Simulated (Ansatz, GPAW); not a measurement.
# A 11-layer slab of Pb(110): work function by functional and basis, part 2 of 3

How far do functional and basis move the work function of a 11-layer slab of Pb(110)?

GPAW 26.7.0 and Ansatz 0.2.0; Ansatz plane waves; slab in vacuum with a dipole correction, relaxation (the session's first sound run).

So far, upper work function (eV): step 2 (relaxation) 3.70.

### 3. Plane waves, PBE

With the geometry fixed, the planar mean of the potential gives the vacuum level on each side.

This step: GPAW, PAW setups; slab in vacuum (GPAW 26.7.0).

Contents of run.py:

```python
import json
import numpy as np
from ase import Atoms
from gpaw import GPAW, PW

slab = Atoms(
    ['Pb', 'Pb', 'Pb', 'Pb', 'Pb', 'Pb', 'Pb', 'Pb', 'Pb', 'Pb', 'Pb'],
    positions=[
        [0.00000, 0.00000, 7.00000],
        [2.47500, 1.75009, 8.75009],
        [0.00000, 0.00000, 10.50018],
        [2.47500, 1.75009, 12.25027],
        [0.00000, 0.00000, 14.00036],
        [2.47500, 1.75009, 15.88487],
        [0.00000, 0.00000, 17.69220],
        [2.47500, 1.75009, 19.57379],
        [0.00000, 0.00000, 21.33554],
        [2.47500, 1.75009, 23.19418],
        [0.00000, 0.00000, 24.72428]],
    cell=[[4.95, 0.0, 0.0], [0.0, 3.50018, 0.0], [0.0, 0.0, 31.50089]],
    pbc=[True, True, False])

slab.calc = GPAW(mode=PW(400), xc='PBE', kpts={'size': (7, 9, 1), 'gamma': True},
                 occupations={'name': 'fermi-dirac', 'width': 0.1}, nbands='200%',
                 convergence={'density': 1e-05}, maxiter=200,
                 poissonsolver={'dipolelayer': 'xy'},
                 symmetry={'tolerance': 1e-3}, txt='slab.txt')
result = {}
energy = slab.get_potential_energy()
fermi = slab.calc.get_fermi_level()
v = slab.calc.get_electrostatic_potential().mean((0, 1)) - fermi
n = slab.calc.get_pseudo_density().mean((0, 1))
L = slab.cell[2, 2]
z = np.arange(len(v)) * L / len(v)
low, high = slab.positions[:, 2].min(), slab.positions[:, 2].max()
below, above = np.interp([low - 4.8, high + 4.8], z, v)
slopes = [np.interp(x, z, np.gradient(v, z)) for x in (low - 4.8, high + 4.8)]
eps = np.array([[slab.calc.get_eigenvalues(k, s) for k in range(len(slab.calc.get_ibz_k_points()))]
                for s in range(slab.calc.get_number_of_spins())]) - fermi
top, bottom = eps[eps < 0].max(), eps[eps > 0].min()
dipole = slab.get_dipole_moment()[2]
print(f'energy {energy:.4f} eV, Fermi level {fermi:.4f} eV, dipole {dipole:.5f} e A')
print(f'potential 4.8 A off the faces, from the Fermi level: lower {below:.4f} eV, upper {above:.4f} eV')
print(f'slope of the potential there: lower {slopes[0]:.5f}, upper {slopes[1]:.5f} eV/A')
print(f'nearest levels on the mesh: {top:.4f} and {bottom:.4f} eV')
print('magnetic moment', round(slab.get_magnetic_moment(), 3))
result.update(energy=energy, fermi=fermi, dipole=dipole, below=below, above=above, slopes=slopes, edges=[top, bottom],
              z=z.tolist(), v=v.tolist(), n=n.tolist(), positions=slab.positions.tolist(),
              forces=slab.get_forces(apply_constraint=False).tolist(), moments=slab.get_magnetic_moments().tolist())
json.dump(result, open('result.json', 'w'))
```

The run is started by

```sh
OMP_NUM_THREADS=1 OPENBLAS_NUM_THREADS=1 python run.py
```

The log of the run:

```text
energy -40.2890 eV, Fermi level 3.2172 eV, dipole -0.00272 e A
potential 4.8 A off the faces, from the Fermi level: lower 3.6970 eV, upper 3.7259 eV
slope of the potential there: lower -0.00102, upper 0.00076 eV/A
nearest levels on the mesh: -0.0116 and 0.0238 eV
magnetic moment 0.0
```

Wall time 57 min (1 thread of Arm Neoverse N1, shared host); peak memory 0.84 GiB.

Numbers from this step:

* dipole along the normal: -0.002719 e·Å
* levels nearest the Fermi level on the mesh: -0.01164, 0.02382 eV from the Fermi level
* upper work function: 3.726 eV
* lower work function: 3.697 eV

The electrostatic potential energy of an electron (without an applied field's), less the Fermi level, planar mean oscillates, so the rows of the table below give means over windows of 1.82 Å about each position, cut where the curve ends. Its maxima inside the range that stand out by 2 % of the span (Å: eV): 7.9: -3.30, 9.6: -3.31, 11.4: -3.34, 13.2: -3.40, 14.9: -2.23, 16.8: -2.82, 18.6: -2.22, 20.5: -3.19, 22.3: -2.37, 24.0: -5.56. Its minima: 7.0: -12.1, 8.8: -12.4, 10.5: -12.6, 12.2: -12.5, 14.0: -12.4, 15.9: -12.4, 17.7: -12.4, 19.6: -12.4, 21.3: -12.5, 23.3: -12.6, 24.8: -12.4.

Electrostatic potential energy of an electron (without an applied field's), less the Fermi level, planar mean against z; means over each step:

| z (Å) | electrostatic potential energy of an electron (without an applied field's), less the Fermi level, planar mean (eV) |
| --- | --- |
| 0.91 | 3.70 |
| 2.73 | 3.69 |
| 4.55 | 3.54 |
| 6.37 | -4.03 |
| 8.19 | -7.59 |
| 10.01 | -7.65 |
| 11.83 | -7.63 |
| 13.65 | -7.48 |
| 15.47 | -6.91 |
| 17.29 | -7.21 |
| 19.11 | -6.92 |
| 20.93 | -7.46 |
| 22.75 | -7.16 |
| 24.57 | -7.82 |
| 26.39 | 2.67 |
| 28.21 | 3.71 |
| 30.03 | 3.73 |

The pseudo valence density, planar mean oscillates, so the rows of the table below give means over windows of 2 Å about each position, cut where the curve ends. Its maxima inside the range that stand out by 2 % of the span (Å: e/Å³): 7.1: 0.737, 8.8: 0.762, 10.5: 0.765, 12.2: 0.761, 13.9: 0.745, 15.9: 0.756, 17.8: 0.730, 19.5: 0.742, 21.4: 0.733, 23.1: 0.764, 24.6: 0.745. Its minima: 7.9: 0.260, 9.6: 0.259, 11.4: 0.260, 13.1: 0.261, 15.0: 0.220, 16.7: 0.244, 18.6: 0.218, 20.4: 0.261, 22.3: 0.226, 24.0: 0.338.

Table of pseudo valence density, planar mean by z; means over each step:

| z (Å) | pseudo valence density, planar mean (e/Å³) |
| --- | --- |
| 2 | 1.6e-5 |
| 4 | 0.00158 |
| 6 | 0.203 |
| 8 | 0.487 |
| 10 | 0.462 |
| 12 | 0.444 |
| 14 | 0.428 |
| 16 | 0.425 |
| 18 | 0.424 |
| 20 | 0.449 |
| 22 | 0.450 |
| 24 | 0.552 |
| 26 | 0.117 |
| 28 | 7.7e-4 |
| 30 | 7.7e-6 |

Force by atom:

| atom | x (eV/Å) | y (eV/Å) | z (eV/Å) | size |
| --- | --- | --- | --- | --- |
| Pb1 | 0.000 | 0.000 | 0.299 | 0.299 |
| Pb2 | 0.000 | 0.000 | -0.332 | 0.332 |
| Pb3 | 0.000 | 0.000 | -0.127 | 0.127 |
| Pb4 | 0.000 | 0.000 | 0.019 | 0.019 |
| Pb5 | 0.000 | 0.000 | 0.166 | 0.166 |
| Pb6 | 0.000 | 0.000 | 0.001 | 0.001 |
| Pb7 | 0.000 | 0.000 | 0.001 | 0.001 |
| Pb8 | 0.000 | 0.000 | 0.000 | 0.000 |
| Pb9 | 0.000 | 0.000 | 0.000 | 0.000 |
| Pb10 | 0.000 | 0.000 | 0.010 | 0.010 |
| Pb11 | 0.000 | 0.000 | -0.035 | 0.035 |

The potential is flat to 0.001 eV/Å where it is read, so the vacuum is wide enough. The geometry is the other program's minimum; here the largest force on a free atom is 0.035 eV/Å.

### 4. Self-consistent run: xc = "vdW-DF2"

The same geometry under vdW-DF2, to see how far the functional moves the levels against the vacuum (the van der Waals functionals take revPBE setups).

run.py: that of step 3 with these lines changed.

```diff
@@ -22,3 +22,3 @@
 
-slab.calc = GPAW(mode=PW(400), xc='PBE', kpts={'size': (7, 9, 1), 'gamma': True},
+slab.calc = GPAW(mode=PW(400), xc='vdW-DF2', kpts={'size': (7, 9, 1), 'gamma': True},
                  occupations={'name': 'fermi-dirac', 'width': 0.1}, nbands='200%',
```

The log of the run:

```text
energy -1882.8639 eV, Fermi level 3.1883 eV, dipole -0.00035 e A
potential 4.8 A off the faces, from the Fermi level: lower 4.1333 eV, upper 4.1378 eV
slope of the potential there: lower -0.00299, upper 0.00229 eV/A
nearest levels on the mesh: -0.0072 and 0.0216 eV
magnetic moment 0.0
```

It took 1.5 h on 1 thread; peak memory 1.1 GiB.

Numbers from this step:

| Item | Value |
| --- | --- |
| dipole along the normal | -3.47e-4 e·Å |
| levels nearest the Fermi level on the mesh | -0.007207, 0.02164 eV from the Fermi level |
| upper work function | 4.138 eV |
| lower work function | 4.133 eV |

The electrostatic potential energy of an electron (without an applied field's), less the Fermi level, planar mean oscillates, so the rows of the table below give means over windows of 1.82 Å about each position, cut where the curve ends. Its maxima inside the range that stand out by 2 % of the span (Å: eV): 7.8: -3.46, 9.6: -3.52, 11.4: -3.55, 13.2: -3.59, 14.9: -2.42, 16.8: -3.01, 18.6: -2.41, 20.5: -3.39, 22.3: -2.60, 24.0: -5.72. Its minima: 7.0: -12.2, 8.8: -12.7, 10.5: -12.8, 12.2: -12.8, 14.0: -12.6, 15.9: -12.6, 17.7: -12.6, 19.6: -12.6, 21.3: -12.7, 23.3: -12.8, 24.8: -12.5.

Electrostatic potential energy of an electron (without an applied field's), less the Fermi level, planar mean against z; means over each step:

| z (Å) | electrostatic potential energy of an electron (without an applied field's), less the Fermi level, planar mean (eV) |
| --- | --- |
| 0.91 | 4.14 |
| 2.73 | 4.13 |
| 4.55 | 3.92 |
| 6.37 | -3.97 |
| 8.19 | -7.79 |
| 10.01 | -7.88 |
| 11.83 | -7.85 |
| 13.65 | -7.70 |
| 15.47 | -7.11 |
| 17.29 | -7.42 |
| 19.11 | -7.13 |
| 20.93 | -7.67 |
| 22.75 | -7.40 |
| 24.57 | -7.92 |
| 26.39 | 2.93 |
| 28.21 | 4.12 |
| 30.03 | 4.14 |

The pseudo valence density, planar mean oscillates, so the rows of the table below give means over windows of 1 Å about each position, cut where the curve ends. Its maxima inside the range that stand out by 2 % of the span (Å: e/Å³): 7.1: 0.737, 8.8: 0.761, 10.5: 0.764, 12.2: 0.760, 13.9: 0.744, 15.9: 0.756, 17.8: 0.730, 19.5: 0.742, 21.4: 0.732, 23.1: 0.762, 24.6: 0.745. Its minima: 7.9: 0.260, 9.6: 0.260, 11.4: 0.261, 13.1: 0.262, 15.0: 0.221, 16.7: 0.245, 18.6: 0.219, 20.4: 0.262, 22.3: 0.227, 24.0: 0.338.

Pseudo valence density, planar mean against z; means over each step:

z (Å), pseudo valence density, planar mean (e/Å³) and a bar:
```
        2      0.000 
        3      0.000 
        4      0.001 
        5      0.011 #
        6      0.125 #######
        7      0.560 #############################
        8      0.348 ##################
        9      0.537 ############################
       10      0.438 #######################
       11      0.438 #######################
       12      0.537 ############################
       13      0.349 ##################
       14      0.574 ##############################
       15      0.292 ###############
       16      0.562 #############################
       17      0.349 ##################
       18      0.504 ##########################
       19      0.383 ####################
       20      0.468 ########################
       21      0.503 ##########################
       22      0.350 ##################
       23      0.555 #############################
       24      0.436 #######################
       25      0.499 ##########################
       26      0.062 ###
       27      0.006 
       28      0.001 
       29      0.000
```

Force by atom:

| atom | x (eV/Å) | y (eV/Å) | z (eV/Å) | size |
| --- | --- | --- | --- | --- |
| Pb1 | 0.000 | 0.000 | -0.231 | 0.231 |
| Pb2 | 0.000 | 0.000 | -0.499 | 0.499 |
| Pb3 | 0.000 | 0.000 | -0.117 | 0.117 |
| Pb4 | 0.000 | 0.000 | 0.056 | 0.056 |
| Pb5 | 0.000 | 0.000 | 0.240 | 0.240 |
| Pb6 | 0.000 | 0.000 | -0.001 | 0.001 |
| Pb7 | 0.000 | 0.000 | -0.022 | 0.022 |
| Pb8 | 0.000 | 0.000 | -0.017 | 0.017 |
| Pb9 | 0.000 | 0.000 | -0.042 | 0.042 |
| Pb10 | 0.000 | 0.000 | 0.092 | 0.092 |
| Pb11 | 0.000 | 0.000 | 0.544 | 0.544 |

The upper face's work function is 4.138 eV, against 3.726 eV in the first plane-wave PBE run at this geometry.

### 5. Self-consistent run: xc = "RPBE"

The same geometry under RPBE, to see how far the functional moves the levels against the vacuum.

run.py: that of step 4 with these lines changed.

```diff
@@ -22,3 +22,3 @@
 
-slab.calc = GPAW(mode=PW(400), xc='vdW-DF2', kpts={'size': (7, 9, 1), 'gamma': True},
+slab.calc = GPAW(mode=PW(400), xc='RPBE', kpts={'size': (7, 9, 1), 'gamma': True},
                  occupations={'name': 'fermi-dirac', 'width': 0.1}, nbands='200%',
```

The log of the run:

```text
energy -36.1871 eV, Fermi level 3.3501 eV, dipole -0.00247 e A
potential 4.8 A off the faces, from the Fermi level: lower 3.5610 eV, upper 3.5873 eV
slope of the potential there: lower -0.00123, upper 0.00092 eV/A
nearest levels on the mesh: -0.0138 and 0.0224 eV
magnetic moment 0.0
```

It took 51 min on 1 thread; peak memory 0.84 GiB.

Numbers from this step:

```
dipole along the normal                    : -0.002467 e·Å
levels nearest the Fermi level on the mesh : -0.01384, 0.02243 eV from the Fermi level
upper work function                        : 3.587 eV
lower work function                        : 3.561 eV
```

The upper face's work function is 3.587 eV, against 3.726 eV in the first plane-wave PBE run at this geometry.

### 6. OptPBE vdW: xc = "optPBE-vdW"

The same geometry under optPBE-vdW, to see how far the functional moves the levels against the vacuum (the van der Waals functionals take revPBE setups).

run.py: that of step 5 with these lines changed.

```diff
@@ -22,3 +22,3 @@
 
-slab.calc = GPAW(mode=PW(400), xc='RPBE', kpts={'size': (7, 9, 1), 'gamma': True},
+slab.calc = GPAW(mode=PW(400), xc='optPBE-vdW', kpts={'size': (7, 9, 1), 'gamma': True},
                  occupations={'name': 'fermi-dirac', 'width': 0.1}, nbands='200%',
```

The log of the run:

```text
energy -209.3411 eV, Fermi level 3.1541 eV, dipole -0.00224 e A
potential 4.8 A off the faces, from the Fermi level: lower 3.9200 eV, upper 3.9438 eV
slope of the potential there: lower -0.00168, upper 0.00129 eV/A
nearest levels on the mesh: -0.0113 and 0.0320 eV
magnetic moment 0.0
```

Run time: 57 min. Hardware: 1 thread; peak memory 1.1 GiB.

This step gave:

```
dipole along the normal                    : -0.002235 e·Å
levels nearest the Fermi level on the mesh : -0.01132, 0.03205 eV from the Fermi level
upper work function                        : 3.944 eV
lower work function                        : 3.920 eV
```

The electrostatic potential energy of an electron (without an applied field's), less the Fermi level, planar mean oscillates, so the rows of the table below give means over windows of 1.82 Å about each position, cut where the curve ends. Its maxima inside the range that stand out by 2 % of the span (Å: eV): 7.9: -3.33, 9.6: -3.34, 11.4: -3.37, 13.2: -3.42, 14.9: -2.26, 16.8: -2.85, 18.6: -2.25, 20.5: -3.22, 22.3: -2.41, 24.0: -5.58. Its minima: 7.0: -12.1, 8.8: -12.4, 10.5: -12.6, 12.2: -12.6, 14.0: -12.4, 15.9: -12.4, 17.7: -12.4, 19.6: -12.4, 21.3: -12.5, 23.3: -12.6, 24.8: -12.4.

Electrostatic potential energy of an electron (without an applied field's), less the Fermi level, planar mean against z; means over each step:

| z (Å) | electrostatic potential energy of an electron (without an applied field's), less the Fermi level, planar mean (eV) |
| --- | --- |
| 0.91 | 3.92 |
| 2.73 | 3.92 |
| 4.55 | 3.72 |
| 6.37 | -3.98 |
| 8.19 | -7.62 |
| 10.01 | -7.67 |
| 11.83 | -7.65 |
| 13.65 | -7.51 |
| 15.47 | -6.93 |
| 17.29 | -7.23 |
| 19.11 | -6.94 |
| 20.93 | -7.48 |
| 22.75 | -7.20 |
| 24.57 | -7.82 |
| 26.39 | 2.80 |
| 28.21 | 3.92 |
| 30.03 | 3.94 |

The upper face's work function is 3.944 eV, against 3.726 eV in the first plane-wave PBE run at this geometry.

### 7. Self-consistent run: xc = "LDA"

The same geometry under LDA, to see how far the functional moves the levels against the vacuum.

run.py: that of step 6 with these lines changed.

```diff
@@ -22,3 +22,3 @@
 
-slab.calc = GPAW(mode=PW(400), xc='optPBE-vdW', kpts={'size': (7, 9, 1), 'gamma': True},
+slab.calc = GPAW(mode=PW(400), xc='LDA', kpts={'size': (7, 9, 1), 'gamma': True},
                  occupations={'name': 'fermi-dirac', 'width': 0.1}, nbands='200%',
```

The log of the run:

```text
energy -47.4062 eV, Fermi level 2.8725 eV, dipole -0.00309 e A
potential 4.8 A off the faces, from the Fermi level: lower 3.9960 eV, upper 4.0287 eV
slope of the potential there: lower -0.00080, upper 0.00058 eV/A
nearest levels on the mesh: -0.0063 and 0.0210 eV
magnetic moment 0.0
```

The job ended after 56 min (1 thread; peak memory 0.85 GiB).

Numbers from this step:

| Item | Value |
| --- | --- |
| dipole along the normal | -0.003092 e·Å |
| levels nearest the Fermi level on the mesh | -0.006338, 0.02102 eV from the Fermi level |
| upper work function | 4.029 eV |
| lower work function | 3.996 eV |

The upper face's work function is 4.029 eV, against 3.726 eV in the first plane-wave PBE run at this geometry.

### 8. Self-consistent run: xc = "revPBE"

The same geometry under revPBE, to see how far the functional moves the levels against the vacuum.

run.py: that of step 7 with these lines changed.

```diff
@@ -22,3 +22,3 @@
 
-slab.calc = GPAW(mode=PW(400), xc='LDA', kpts={'size': (7, 9, 1), 'gamma': True},
+slab.calc = GPAW(mode=PW(400), xc='revPBE', kpts={'size': (7, 9, 1), 'gamma': True},
                  occupations={'name': 'fermi-dirac', 'width': 0.1}, nbands='200%',
```

The log of the run:

```text
energy -36.9021 eV, Fermi level 3.3232 eV, dipole -0.00287 e A
potential 4.8 A off the faces, from the Fermi level: lower 3.5674 eV, upper 3.5979 eV
slope of the potential there: lower -0.00116, upper 0.00087 eV/A
nearest levels on the mesh: -0.0137 and 0.0222 eV
magnetic moment 0.0
```

Run time: 59 min. Hardware: 1 thread; peak memory 0.84 GiB.

Numbers from this step:

```yaml
dipole_along_the_normal: -0.002865 e·Å
levels_nearest_the_fermi_level_on_the_mesh: -0.01371, 0.02224 eV from the Fermi level
upper_work_function: 3.598 eV
lower_work_function: 3.567 eV
```

The upper face's work function is 3.598 eV, against 3.726 eV in the first plane-wave PBE run at this geometry.

### 9. Real-space grid: mode = "fd"

A real-space grid is a second complete basis, so it checks the plane-wave result.

run.py: that of step 8 with these lines changed.

```diff
@@ -3,3 +3,3 @@
 from ase import Atoms
-from gpaw import GPAW, PW
+from gpaw import GPAW
 
@@ -22,3 +22,3 @@
 
-slab.calc = GPAW(mode=PW(400), xc='revPBE', kpts={'size': (7, 9, 1), 'gamma': True},
+slab.calc = GPAW(mode='fd', h=0.18, xc='PBE', kpts={'size': (7, 9, 1), 'gamma': True},
                  occupations={'name': 'fermi-dirac', 'width': 0.1}, nbands='200%',
```

The log of the run:

```text
energy -41.4178 eV, Fermi level -3.7117 eV, dipole -0.00291 e A
potential 4.8 A off the faces, from the Fermi level: lower 3.6962 eV, upper 3.7267 eV
slope of the potential there: lower -0.00089, upper 0.00072 eV/A
nearest levels on the mesh: -0.0121 and 0.0233 eV
magnetic moment 0.0
```

It took 4.9 h on 1 thread; peak memory 6.1 GiB.

This step gave:

| Quantity | Value |
| --- | --- |
| dipole along the normal | -0.002907 e·Å |
| levels nearest the Fermi level on the mesh | -0.01215, 0.02334 eV from the Fermi level |
| upper work function | 3.727 eV |
| lower work function | 3.696 eV |

The upper face's work function is 3.727 eV, against 3.726 eV in the first plane-wave PBE run at this geometry.

### 10. All levels side by side

Times are for 1 thread of Arm Neoverse N1, shared host. The series side by side:

| no. | run | upper work function (eV) | lower work function (eV) | time | memory (GiB) |
| --- | --- | --- | --- | --- | --- |
| 1 | pw | 3.726 | 3.697 | 57 min | 0.84 |
| 2 | vdW DF2 | 4.138 | 4.133 | 1.5 h | 1.1 |
| 3 | RPBE | 3.587 | 3.561 | 51 min | 0.84 |
| 4 | optPBE vdW | 3.944 | 3.920 | 57 min | 1.1 |
| 5 | LDA | 4.029 | 3.996 | 56 min | 0.85 |
| 6 | revPBE | 3.598 | 3.567 | 59 min | 0.84 |
| 7 | fd | 3.727 | 3.696 | 4.9 h | 6.1 |

(Part 2 of 3 ends here.)

[Logs are printed without paths, hosts, clocks, repeated set-up lines and the standing remarks that a program may print on its own settings, such as how far it seeks lower states.]

[Hosts, paths, dates, database ids (printed as entryN), source tags and the programs' standing remarks are cut or masked in the printed files.]
